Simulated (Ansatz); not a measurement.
# Graphene/h-AlN heterobilayer (68 atoms): support functions against a reference

Aim: test how closely localised support functions follow the reference on graphene/h-AlN heterobilayer (68 atoms), and at what cost. A setting counts as converged where the r.m.s. difference of forces stays under 1 % of the r.m.s. force.

Main program and level: Ansatz 0.2.0; Kohn-Sham DFT, PBE+D4, PAW (set soft_2), plane waves.

### Step 1. Set-up

The cell holds 68 atoms: 42 C, 13 Al and 13 N. Its edges and angles: a = 11.279 Å, b = 11.279 Å, c = 19.440 Å, α = 90.0°, β = 90.0°, γ = 120.0°. It derives from C and AlN. 21 cells of graphene (a = 2.46 Å, strained +0.05 %) and 13 cells of h-AlN (a = 3.13 Å, -0.05 %) on one hexagonal cell, twist 57.00 deg; facing planes 3.44 Å apart; 16 Å of vacuum; displaced by a Gaussian of 0.01 Å. Regions: layer 1, 42 atoms (42 C); layer 2, 26 atoms (13 Al and 13 N). Vacuum lies along c.

Coordinates:

```xyz
68
Lattice="11.2793 0.0000 0.0000 -5.6396 9.7682 0.0000 0.0000 0.0000 19.4400" Properties=species:S:1:pos:R:3
C     0.2861    1.3971    7.9784
C     1.3336    0.4600    7.9980
C    -0.5333    3.6991    7.9883
C     0.5461    2.7840    8.0075
C    -1.3539    6.0274    7.9881
C    -0.2644    5.1071    8.0163
C    -2.1536    8.3676    7.9990
C    -1.0680    7.4401    8.0188
C     2.6897    0.9209    8.0075
C     3.7450    0.0013    7.9828
C     1.8839    3.2615    8.0048
C     2.9648    2.3325    8.0139
C     1.0604    5.5820    8.0040
C     2.1508    4.6358    8.0106
C     0.2737    7.9062    7.9883
C     1.3443    6.9468    8.0254
C     5.0938    0.4694    7.9914
C     0.5454    9.2872    8.0025
C     4.3001    2.7931    8.0021
C     5.3838    1.8537    8.0089
C     3.5042    5.1276    7.9970
C     4.5563    4.1812    7.9996
C     2.6876    7.4279    8.0075
C     3.7666    6.5104    7.9955
C     7.5400    0.0027    8.0062
C     2.9553    8.8372    7.9891
C     6.7158    2.3236    8.0056
C     7.8064    1.3773    7.9718
C     5.9231    4.6465    7.9762
C     6.9828    3.7230    7.9964
C     5.1025    6.9821    7.9966
C     6.1913    6.0624    7.9998
C     4.2731    9.2916    8.0011
C     5.3569    8.3702    8.0110
C     9.1256    1.8599    7.9922
C    10.2089    0.9254    7.9964
C     8.3280    4.1974    8.0103
C     9.3944    3.2508    7.9821
C    -3.7615    6.5274    7.9828
C    -2.6855    5.5795    7.9900
C    -4.5535    8.8272    7.9821
C    -3.4961    7.9105    7.9924
Al   -0.7917    3.6107   11.4408
N     0.4914    2.3580   11.4329
Al   -1.6786    6.6157   11.4457
N    -0.3671    5.3756   11.4367
Al   -2.5393    9.6463   11.4395
N    -1.2299    8.3690   11.4196
Al    2.2414    2.8643   11.4414
N     3.5669    1.6299   11.4340
Al    1.3633    5.8756   11.4437
N     2.6533    4.6174   11.4414
Al    0.5011    8.8796   11.4554
N     1.7930    7.6148   11.4492
Al    5.2749    2.1241   11.4237
N     6.5729    0.8465   11.4329
Al    4.4060    5.1219   11.4397
N     5.6916    3.8652   11.4465
Al    3.5268    8.1465   11.4342
N     4.8406    6.8782   11.4140
Al    8.2952    1.3552   11.4441
N     9.6133    0.1234   11.4395
Al    7.4472    4.3806   11.4416
N     8.7423    3.1167   11.4360
Al    6.5829    7.3503   11.4264
N    -3.4082    6.1141   11.4404
Al    0.0540    0.6221   11.4342
N    -4.2562    9.1239   11.4424
```

What the set-up can't give: Beside vacuum, support functions can miss their usual error bounds without a warning.

### Step 2. Plane-wave single point

This run is the reference for what follows, at a cutoff of 420 eV.

File input.yaml:

```yaml
crystal:
  lattice:
    - [11.2793, 0.0, 0.0]
    - [-5.63965, 9.76816, 0.0]
    - [0.0, 0.0, 19.44]
  atoms:
    - { symbol: C, position: [0.09688, 0.14303, 0.41041] }
    - { symbol: C, position: [0.14178, 0.04709, 0.41142] }
    - { symbol: C, position: [0.14206, 0.37869, 0.41092] }
    - { symbol: C, position: [0.19092, 0.28501, 0.41191] }
    [... 58 atom lines left out ...]
    - { symbol: Al, position: [0.88448, 0.44846, 0.58856] }
    - { symbol: "N", position: [0.93461, 0.31907, 0.58827] }
    - { symbol: Al, position: [0.95987, 0.75248, 0.58778] }
    - { symbol: "N", position: [0.0108, 0.62592, 0.5885] }
    - { symbol: Al, position: [0.03663, 0.06369, 0.58818] }
    - { symbol: "N", position: [0.08968, 0.93405, 0.5886] }
kpoints:
  mp_grid: { grid: [3, 3, 1] }
hamiltonian:
  xc: pbe
  dispersion: d4
scf:
  occupations: { method: gaussian, width: 0.05 }
output:
  forces: true
  populations: true
  dos:
    method: { smearing: { sigma: 0.1 } }
    de: 0.1
    projected:
      site_lists:
        Al: [Al]
        C: [C]
        "N": ["N"]
        layer_1: [0, 1, 2, 3, 4, 5, 6, 7, 8, 9, 10, 11, 12, 13, 14, 15, 16, 17, 18, 19, 20, 21, 22, 23, 24, 25, 26, 27, 28, 29, 30, 31, 32, 33, 34, 35, 36, 37, 38, 39, 40, 41]
        layer_2: [42, 43, 44, 45, 46, 47, 48, 49, 50, 51, 52, 53, 54, 55, 56, 57, 58, 59, 60, 61, 62, 63, 64, 65, 66, 67]
  eigenvalues: true
  write_density: true
  write_potential: true
  volumetric_format: npy
  elf: true
```

Started as:

```
$ ansatz run input.yaml --threads 4 --pin off --max-ram 8192MiB --backend cpu --events-out ev --progress --plain --runs-dir out
```

The log of the run:

```text
Engine: ansatz 0.2.0, aarch64-unknown-linux-gnu
Pseudopotentials: kind: paw
Pseudopotential: C, paw, valence charge 4, recommended cutoff 420 eV (normal), C.paw.azcp
Pseudopotential: Al, paw, valence charge 3, recommended cutoff 420 eV (normal), Al.paw.azcp
Pseudopotential: N, paw, valence charge 5, recommended cutoff 420 eV (normal), N.paw.azcp
Functional definition: PBE
  parameter kappa = 0.804
  parameter beta = 0.066725
  exchange = pbe_x(kappa = kappa, mu = beta*pi^2/3)
  correlation = pbe_c(beta = beta)
Crystal: 68 atoms, lattice volume = 2141.860 Å³
Basis set: ecut = 420 eV, 41855 PW (Γ), exchange–correlation on 160×160×270 points (8 copies of the dense FFT grid, shifted against one another)
Bands: 204, of which v1, the nominal top of the filled ones, is band 136 counted from 1 (135 counted from 0)
Symmetry: 1 space group operations
Space group: P1 (ITA 1), of the structure as read, at distance tolerance 1.3e-4 Å
k-points: 5 of 9 (time reversal used)
Non-local potential: C, projectors of the file, l = 0: 2, l = 1: 2, l = 2: 1
Non-local potential: Al, projectors of the file, l = 0: 2, l = 1: 2, l = 2: 1
Non-local potential: N, projectors of the file, l = 0: 2, l = 1: 2, l = 2: 1
PAW form: soft (Blöchl's): semilocal exchange-correlation on the pseudo side does not see the compensation charge
PAW one-centre angular grid: C, 110 points (default); XC on 64 Gauss nodes
PAW one-centre angular grid: Al, 110 points (default); XC on 64 Gauss nodes
PAW one-centre angular grid: N, 110 points (default); XC on 64 Gauss nodes
Initial density: superposition of atomic densities (neutral atoms: chi_scale 0, normalization atom), corrected by the library's trained network
Initial wavefunctions: pseudopotential atomic-orbital guess
Functional: x = pbe(κ = 0.804, μ = 0.219515), c = pbe(β = 0.066725)
SCF iter   1: F=—  HF=-22551.019830 eV  |F-HF|=—  |Δ(HF+E_count)|=         —  Δρ=2.89e-3  dr2=2.20e-1  ethr=1.77e-3  ⟨swp⟩=12.4  Hψ=7338  notcnv=0  defer=162
preconditioner: auto → LDOS  [metal: Δε(μ)=0.029 eV  Ē_g=12.912 eV  σ=0.050 eV  W_gap=0.32  n_scr=250 (ndim 8)  ℏωp=13.2 eV  f_vac=0.619  D(μ)=6.33/eV (n_scr^D=22)  β→1.0]
SCF iter   2: F=—  HF=-22551.066900 eV  |F-HF|=—  |Δ(HF+E_count)|=   4.71e-2  Δρ=3.52e-3  dr2=3.44e-1  ethr=8.09e-5  ⟨swp⟩=2.2  Hψ=1797  notcnv=0  defer=307
SCF iter   3: F=—  HF=-22550.992754 eV  |F-HF|=—  |Δ(HF+E_count)|=   7.41e-2  Δρ=1.56e-3  dr2=5.43e-2  ethr=8.09e-5  ⟨swp⟩=2.0  Hψ=1312  notcnv=0  defer=307
SCF iter   4: F=—  HF=-22550.978706 eV  |F-HF|=—  |Δ(HF+E_count)|=   1.40e-2  Δρ=1.77e-4  dr2=2.02e-3  ethr=2.00e-5  ⟨swp⟩=2.0  Hψ=1762  notcnv=0  defer=307
SCF iter   5: F=—  HF=-22550.978178 eV  |F-HF|=—  |Δ(HF+E_count)|=   5.28e-4  Δρ=7.20e-5  dr2=1.94e-4  ethr=7.41e-7  ⟨swp⟩=2.0  Hψ=1175  notcnv=0  defer=307
SCF iter   6: F=—  HF=-22550.978173 eV  |F-HF|=—  |Δ(HF+E_count)|=   5.25e-6  Δρ=3.16e-5  dr2=2.57e-5  ethr=7.13e-8  ⟨swp⟩=2.0  Hψ=1324  notcnv=0  defer=307
SCF iter   7: F=—  HF=-22550.978479 eV  |F-HF|=—  |Δ(HF+E_count)|=   3.06e-4  Δρ=1.75e-5  dr2=1.04e-5  ethr=9.43e-9  ⟨swp⟩=2.0  Hψ=1318  notcnv=0  defer=307
SCF iter   8: F=—  HF=-22550.978480 eV  |F-HF|=—  |Δ(HF+E_count)|=   1.92e-6  Δρ=5.20e-6  dr2=1.01e-6  ethr=3.81e-9  ⟨swp⟩=2.0  Hψ=1239  notcnv=0  defer=307
SCF iter   9: F=—  HF=-22550.978483 eV  |F-HF|=—  |Δ(HF+E_count)|=   2.52e-6  Δρ=2.39e-6  dr2=2.00e-7  ethr=3.71e-10  ⟨swp⟩=2.0  Hψ=1326  notcnv=0  defer=307
SCF iter  10: F=-22550.978483 eV  HF=-22550.978483 eV  |F-HF|=2.66e-7  |Δ(HF+E_count)|=   2.36e-7  Δρ=1.25e-6  dr2=4.79e-8  ethr=3.68e-11  ⟨swp⟩=36.0  Hψ=11159  notcnv=0
SCF 1 converged in 10 iterations: F = -22550.978483 eV  dr2 = 4.79e-8
  greatest PAW one-centre occupation: 0.792 electrons in one spin orbital (limit 2), on the N atom at site 65 (counted from 0), in its partial waves of l = 0
WARN: The output density's exchange-correlation potential varies sharply where the density is thin. Do not read a vacuum level from v_tot or v_xc, or from such a field of the output density. On a cell that repeats whose density bears no net charge and no dipole along the vacuum's axis use v_es (v_loc + v_h of the components); [...]
SCF converged after 10 iterations
Free energy (F): -22550.978483 eV
Harris-Foulkes:  -22550.978483 eV  (|F-HF|=2.66e-7)
Internal energy: -22550.970385 eV  (E = F + TS)
E sigma→0 (E₀):  -22550.974434 eV
Entropy (-TS):   -0.008099 eV (-0.119 meV/atom)
Fermi energy:    -0.879709 eV
--- Per-component energies (eV) ---
  E_band       = -2352.256874
  E_kinetic    = 5849.095302
  E_local      = -106102.116445  (includes V_loc(G=0)·N_el)
  E_nonlocal   = 1876.110360
  E_hartree    = 50241.829836
  E_xc         = -3319.047289
  E_vxc        = -3870.111104  (∫ρ·V_xc dr)
  E_paw        = -11910.318061  (= ΣΔE_a)
  E_vpaw       = -588.899003  (= ΣTr[D̂ρ^β])
  E_aug_tail   = 0.001544  (compensation charges beyond the density's cutoff)
  E_ewald      = 40823.759386
  E_disp       = -10.285017  (pairwise vdW)
  E_smearing   = -0.008099  (= −TS)
  E_closure    = 0.000000  (closes the sum)
  Σ components = -22550.978483   (vs F -22550.978483, Δ=0.00e0)
--- Forces (eV/Å), atoms counted from 1 ---
  atom   1  C     -1.06358916    -0.34399680     0.34038627
  atom   2  C      1.13741242    -0.20613481    -0.14416163
  atom   3  C     -0.17172237     0.68618680     0.20800282
  atom   4  C     -0.07043130    -0.00833281    -0.30742762
  atom   5  C      1.02463041     0.79185510     0.33536881
  atom   6  C     -0.87900838    -0.33846662    -0.38151909
  atom   7  C      0.42198197     0.22218606    -0.03520985
  atom   8  C     -0.46785988    -0.31556209    -0.43805912
  atom   9  C     -0.81525188     0.86918311    -0.11821664
  atom  10  C      0.82678877    -0.54268330     0.24532730
  atom  11  C      0.25252842    -0.61740392     0.14156514
  atom  12  C     -0.42989716    -0.64516705    -0.09246614
  atom  13  C      0.89472738    -1.10251952     0.28071343
  atom  14  C      0.16734043     1.37868785    -0.14371860
[...]
atom  67  Al     0.55106431    -0.54716737     0.01407879
  atom  68  N     -0.60395235     0.02283381    -0.02617334
  max |Σ_I F_I| component: 3.20e-4 eV/Å
--- Band table (eV; the first three rows and the last of 5) ---
  k-point 0: bands = ["-20.4435", "-19.3731", "-19.3534", "-19.3286", [... 188 levels ...], "6.0857", "6.0934", "6.0947", "6.0978", "6.1044", "6.5568", "6.7905", "6.7976", "6.8234", "6.8401", "6.8577", "6.8837"]
[...]
--- Löwdin populations: 68 sites ---
  site symbol       q [e]
     0      C      3.9622
     1      C      3.9581
     2      C      3.9652
[...]
67      N      6.0777
  spilling = 0.009553 (of n_electrons = 272.000000)
```

Elapsed: 3.1 min, on 4 threads of Arm Neoverse V1, shared host; peak memory 6.1 GiB.

The program notes that it cut back its work space to fit the memory limit and the exchange-correlation potential is rough where the density is thin.

Read from the output:

- free energy: -22550.9785 eV
- free energy per atom: -331.6320 eV/atom
- SCF cycles: 10
- r.m.s. force component: 0.4807 eV/Å
- longest force: 1.607 eV/Å
- Fermi energy: -0.8797 eV
- levels partly filled by over 2 per cent: 4
- potential in mid-vacuum, over the Fermi level: 4.41 eV
- potential 4.5 Å over the upper face: 4.481 eV
- potential 4.5 Å under the lower face: 4.335 eV
- spilling of the projection: 0.009553

The r.m.s. force component of 0.48 eV/Å sets the scale for the differences below.

### Step 3. Support functions medium

With localised support functions most steps grow linearly with size, though the diagonalisation grows faster unless the density matrix is cut; this run measures error and cost at this size.

This step: Kohn-Sham DFT, PBE+D4, PAW (set soft_2), localised support functions (medium) (Ansatz 0.2.0).

input.yaml, the sections that differ from step 2:

```yaml
scf:
  occupations: { method: gaussian, width: 0.05 }
  eigensolver: { kind: { support_functions: { accuracy: medium } } }
  mixing: { beta: 0.4 }
  max_iter: 150
output:
  forces: true
# crystal, kpoints, hamiltonian: as in step 2
```

The log of the run:

```text
Warning: scf.eigensolver.kind.support_functions: disabling space-group detection — the functions' gradient is summed over unrotated k-points, so no spatial operation reduces the k-mesh or symmetrises the density; time reversal is kept, so that k and −k are solved as one point where they differ and the mesh holds both, and exact exchange and, on two spinor components, a DFT+U term hold to it where the run has them: [...]
settings of this run that can trade accuracy for cost: scf.eigensolver.kind.support_functions [...]
[...]
Crystal: 68 atoms, lattice volume = 2141.860 Å³
Basis set: ecut = 420 eV, 41855 PW (Γ), exchange–correlation on 160×160×270 points (8 copies of the dense FFT grid, shifted against one another)
Bands: 164, of which v1, the nominal top of the filled ones, is band 136 counted from 1 (135 counted from 0)
Symmetry: 1 space group operations
k-points: 5 of 9 (time reversal used)
[...]
SCF iter   1: F=—  HF=-22588.789121 eV  |F-HF|=—  |Δ(HF+E_count)|=         —  Δρ=8.40e-2  dr2=1.88e2  ethr=1.00e-1
[...]
SCF iter  12: F=—  HF=-22551.206731 eV  |F-HF|=—  |Δ(HF+E_count)|=   6.71e-4  Δρ=1.26e-5  dr2=3.64e-6  ethr=6.48e-9  κ⁻¹=3.0e-6(r=7)
SCF iter  13: F=-22551.207227 eV  HF=-22551.207227 eV  |F-HF|=1.53e-7  |Δ(HF+E_count)|=   4.96e-4  Δρ=5.75e-6  dr2=5.47e-7  ethr=1.34e-9
SCF 1 converged in 13 iterations: F = -22551.212336 eV  dr2 = 5.47e-7
[...]
SCF converged after 13 iterations
Stability not checked: this state was not tested for a lower state beside it, because the mixer in use, unlike msr1, does not test its closes by its own steps (another_mixer; see scf.mixing.algorithm and scf.lower_state_search)
Free energy (F): -22551.212336 eV
[...]
Internal energy: -22551.204237 eV  (E = F + TS)
E sigma→0 (E₀):  -22551.208287 eV
Entropy (-TS):   -0.008099 eV (-0.119 meV/atom)
Fermi energy:    -0.879535 eV
[...]
Σ components = -22551.212336   (vs F -22551.212336, Δ=0.00e0)
--- Forces (eV/Å), atoms counted from 1 ---
  atom   1  C     -1.06298212    -0.34436925     0.34035555
  atom   2  C      1.13689932    -0.20575153    -0.14409824
  atom   3  C     -0.17154134     0.68614752     0.20825028
  atom   4  C     -0.07069956    -0.00856674    -0.30780690
[...]
atom  68  N     -0.60411073     0.02295964    -0.02569882
  max |Σ_I F_I| component: 3.01e-3 eV/Å
--- Band table (eV; the first three rows and the last of 5) ---
[...]
guard bands above this table: 24 of the run's 164 bands (output.publish_guard_bands: true publishes all)
[...]
```

It took 1.7 min on 4 threads; peak memory 3.5 GiB.

The program notes that the band table was not solved further than the SCF left it and it switched symmetry off.

Keys that differ from the reference: support_functions.accuracy = "medium", scf.max_iter = 150 and scf.mixing.beta = 0.4.

Forces differ from the reference by 0.41 meV/Å r.m.s., 0.085 % of their size, well within a tolerance of 1 %; the energy by -3.4 meV/atom.

### Step 4. Support functions low

With localised support functions most steps grow linearly with size, though the diagonalisation grows faster unless the density matrix is cut; this run measures error and cost at this size.

This step: Kohn-Sham DFT, PBE+D4, PAW (set soft_2), localised support functions (low) (Ansatz 0.2.0).

input.yaml, the sections that differ from step 3:

```yaml
scf:
  occupations: { method: gaussian, width: 0.05 }
  eigensolver: { kind: { support_functions: { accuracy: low } } }
  mixing: { beta: 0.4 }
  max_iter: 150
# crystal, kpoints, hamiltonian, output: as in step 3
```

The log of the run:

```text
[...]
Crystal: 68 atoms, lattice volume = 2141.860 Å³
Basis set: ecut = 420 eV, 41855 PW (Γ), exchange–correlation on 160×160×270 points (8 copies of the dense FFT grid, shifted against one another)
Bands: 164, of which v1, the nominal top of the filled ones, is band 136 counted from 1 (135 counted from 0)
Symmetry: 1 space group operations
k-points: 5 of 9 (time reversal used)
[...]
SCF iter   1: F=—  HF=-22588.791009 eV  |F-HF|=—  |Δ(HF+E_count)|=         —  Δρ=8.40e-2  dr2=1.88e2  ethr=1.00e-1
[...]
SCF iter  11: F=—  HF=-22551.205368 eV  |F-HF|=—  |Δ(HF+E_count)|=   1.09e-3  Δρ=2.20e-5  dr2=1.78e-5  ethr=4.51e-8  κ⁻¹=9.2e-7(r=7)
SCF iter  12: F=-22551.206099 eV  HF=-22551.206098 eV  |F-HF|=1.05e-6  |Δ(HF+E_count)|=   7.30e-4  Δρ=1.24e-5  dr2=3.65e-6  ethr=6.53e-9
SCF 1 converged in 12 iterations: F = -22551.212283 eV  dr2 = 3.65e-6
[...]
SCF converged after 12 iterations
[...]
Free energy (F): -22551.212283 eV
[...]
Internal energy: -22551.204185 eV  (E = F + TS)
E sigma→0 (E₀):  -22551.208234 eV
Entropy (-TS):   -0.008098 eV (-0.119 meV/atom)
Fermi energy:    -0.879298 eV
[...]
Σ components = -22551.212283   (vs F -22551.212283, Δ=0.00e0)
--- Forces (eV/Å), atoms counted from 1 ---
  atom   1  C     -1.06292901    -0.34433547     0.34035002
  atom   2  C      1.13698143    -0.20569410    -0.14416339
  atom   3  C     -0.17150563     0.68613351     0.20818415
  atom   4  C     -0.07076162    -0.00860691    -0.30791483
[...]
atom  68  N     -0.60410246     0.02313183    -0.02555938
  max |Σ_I F_I| component: 3.18e-3 eV/Å
--- Band table (eV; the first three rows and the last of 5) ---
[...]
```

Elapsed: 89 s, on 4 threads; peak memory 3.3 GiB; 5.8 min of CPU time.

Keys that differ from the reference: support_functions.accuracy = "low", scf.max_iter = 150 and scf.mixing.beta = 0.4.

Forces differ from the reference by 0.53 meV/Å r.m.s., 0.11 % of their size, well within a tolerance of 1 %; the energy by -3.4 meV/atom.

### Step 5. Support functions high

The cell is solved in localised support functions.

This step: Kohn-Sham DFT, PBE+D4, PAW (set soft_2), localised support functions (high) (Ansatz 0.2.0).

input.yaml, the sections that differ from step 4:

```yaml
scf:
  occupations: { method: gaussian, width: 0.05 }
  eigensolver: { kind: { support_functions: { accuracy: high } } }
  mixing: { beta: 0.4 }
  max_iter: 150
# crystal, kpoints, hamiltonian, output: as in step 4
```

The log of the run:

```text
[...]
Crystal: 68 atoms, lattice volume = 2141.860 Å³
Basis set: ecut = 420 eV, 41855 PW (Γ), exchange–correlation on 180×180×300 points (8 copies of the dense FFT grid, shifted against one another)
Bands: 164, of which v1, the nominal top of the filled ones, is band 136 counted from 1 (135 counted from 0)
Symmetry: 1 space group operations
k-points: 5 of 9 (time reversal used)
[...]
SCF iter   1: F=—  HF=-22590.595283 eV  |F-HF|=—  |Δ(HF+E_count)|=         —  Δρ=8.41e-2  dr2=1.88e2  ethr=1.00e-1
[...]
SCF iter  17: F=—  HF=-22551.208725 eV  |F-HF|=—  |Δ(HF+E_count)|=   5.53e-5  Δρ=6.94e-7  dr2=9.27e-9  ethr=1.34e-11  κ⁻¹=5.6e-6(r=7)
SCF iter  18: F=-22551.208773 eV  HF=-22551.208773 eV  |F-HF|=1.17e-9  |Δ(HF+E_count)|=   4.83e-5  Δρ=5.62e-7  dr2=1.11e-8  ethr=3.41e-12
SCF 1 converged in 18 iterations: F = -22551.209819 eV  dr2 = 1.11e-8
[...]
SCF converged after 18 iterations
[...]
Free energy (F): -22551.209819 eV
[...]
Internal energy: -22551.201719 eV  (E = F + TS)
E sigma→0 (E₀):  -22551.205769 eV
Entropy (-TS):   -0.008100 eV (-0.119 meV/atom)
Fermi energy:    -0.879990 eV
[...]
Σ components = -22551.209819   (vs F -22551.209819, Δ=0.00e0)
--- Forces (eV/Å), atoms counted from 1 ---
  atom   1  C     -1.06324361    -0.34422816     0.34016797
  atom   2  C      1.13696073    -0.20580192    -0.14426230
  atom   3  C     -0.17164140     0.68608079     0.20808771
  atom   4  C     -0.07066949    -0.00834010    -0.30771601
[...]
atom  68  N     -0.60417235     0.02284332    -0.02595190
  max |Σ_I F_I| component: 2.48e-4 eV/Å
--- Band table (eV; the first three rows and the last of 5) ---
[...]
```

Elapsed: 6 min, on 4 threads; peak memory 6.6 GiB; 24 min of CPU time.

Keys that differ from the reference: support_functions.accuracy = "high", scf.max_iter = 150 and scf.mixing.beta = 0.4.

Forces differ from the reference by 0.26 meV/Å r.m.s., 0.053 % of their size, well within a tolerance of 1 %; the energy by -3.4 meV/atom. It took roughly 2.0 times the reference's time (one timing each, with unlike analyses asked), in 18 cycles against 10.

(Continued in part 2 of 3.)

[Long decimals in the printed logs are rounded to 6 places.]

[Logs are printed without paths, hosts, clocks, repeated set-up lines and the standing remarks that a program may print on its own settings, such as how far it seeks lower states.]

[Hosts, paths, dates, database ids (printed as entryN), source tags and the programs' standing remarks are cut or masked in the printed files.]
